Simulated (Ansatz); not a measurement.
# Cl on Al(100): change of the work function

Wanted: Δφ(θ) for Cl/Al(100), starting from the hollow site.

Main program and level: Ansatz 0.2.0; plane-wave DFT, PBE, Ansatz PAW.

## (1) Set-up

The cell holds 4 atoms: 4 Al. Cell: a = 2.864 Å, b = 2.864 Å, c = 24.075 Å, α = 90.0°, β = 90.0°, γ = 90.0°. Vacuum lies along c.

## (2) The clean slab

The bare slab comes first, as the zero from which every change is counted. The two lowest layers are held at bulk places and the upper ones relax. The dipole correction removes the false field that a one-sided slab makes across the periodic vacuum, so each face gets a flat vacuum level of its own.

input.yaml reads:

```yaml
crystal:
  lattice:
    - [2.8637824638, 0.0, 0.0]
    - [0.0, 2.8637824638, 0.0]
    - [0.0, 0.0, 24.075]
  atoms:
    - { symbol: Al, position: [0.5, 0.5, 0.3738317757] }
    - { symbol: Al, position: [0.0, 0.0, 0.4579439252] }
    - { symbol: Al, position: [0.5, 0.5, 0.5420560748] }
    - { symbol: Al, position: [0.0, 0.0, 0.6261682243] }
kpoints:
  mp_grid: { grid: [12, 12, 1] }
hamiltonian:
  xc: pbe
scf:
  occupations: { method: fermi_dirac, width: 0.1 }
  convergence: { dr2_threshold: 1.0e-08 }
efield:
  axis: 3
  dipole_correction: true
  ramp_position: 0.97
  ramp_width: 0.06
relax:
  f_tol: 0.02
  max_steps: 60
  constraints: [{ sites: [0, 1] }]
output:
  write_potential: true
  write_density: true
  volumetric_format: npy
```

Launch:

```bash
$ ansatz run input.yaml --threads 2 --pin off --max-ram 4096MiB --backend cpu --events-out ev --progress --plain --runs-dir out
```

The runs that follow: adsorbate added, k-mesh 4×4×1, coverage 0.111 ML; adsorbate added, k-mesh 6×6×1, coverage 0.25 ML; adsorbate added, k-mesh 6×6×1, coverage 0.5 ML; the covered slab, k-mesh 12×12×1, coverage 1 ML; work function against coverage.

What does the calculation give for the dipole per adsorbate at 0.11 ML, positive end outwards?

Cl raises the work function of Al(100) at the lowest coverage, by 0.23 eV: the adsorbate layer has its negative end outwards. The dipole per adsorbate falls from 0.47 to 0.05 D as the layer fills. Neighbouring dipoles depolarise each other, and heights and bonding change with coverage too. At the highest coverage the adsorbates are pressed to about 2.9 Å, closer than unbonded atoms of this kind usually come, so a real layer may not reach it.

- work function of the clean face: 4.29 eV
- work function at 0.11 ML: 4.53 eV
- work function at 0.25 ML: 4.80 eV
- work function at 0.5 ML: 5.14 eV
- work function at 1 ML: 4.41 eV
- dipole per adsorbate at 0.11 ML, positive end outwards: -0.47 D

The slab has 4 layers, at the tabulated experimental lattice constant, one starting site was run, and quantum-size effects of a slab this thin can reach one or two tenths of an eV.

[Logs are printed without paths, hosts, clocks, repeated set-up lines and the standing remarks that a program may print on its own settings, such as how far it seeks lower states.]

[Hosts, paths, dates, database ids (printed as entryN), source tags and the programs' standing remarks are cut or masked in the printed files.]

[Maps of the electrostatic potential energy from Ansatz leave out the sawtooth potential of an applied field or a dipole correction, so their vacuum need not be flat; planar profiles and work functions include it.]
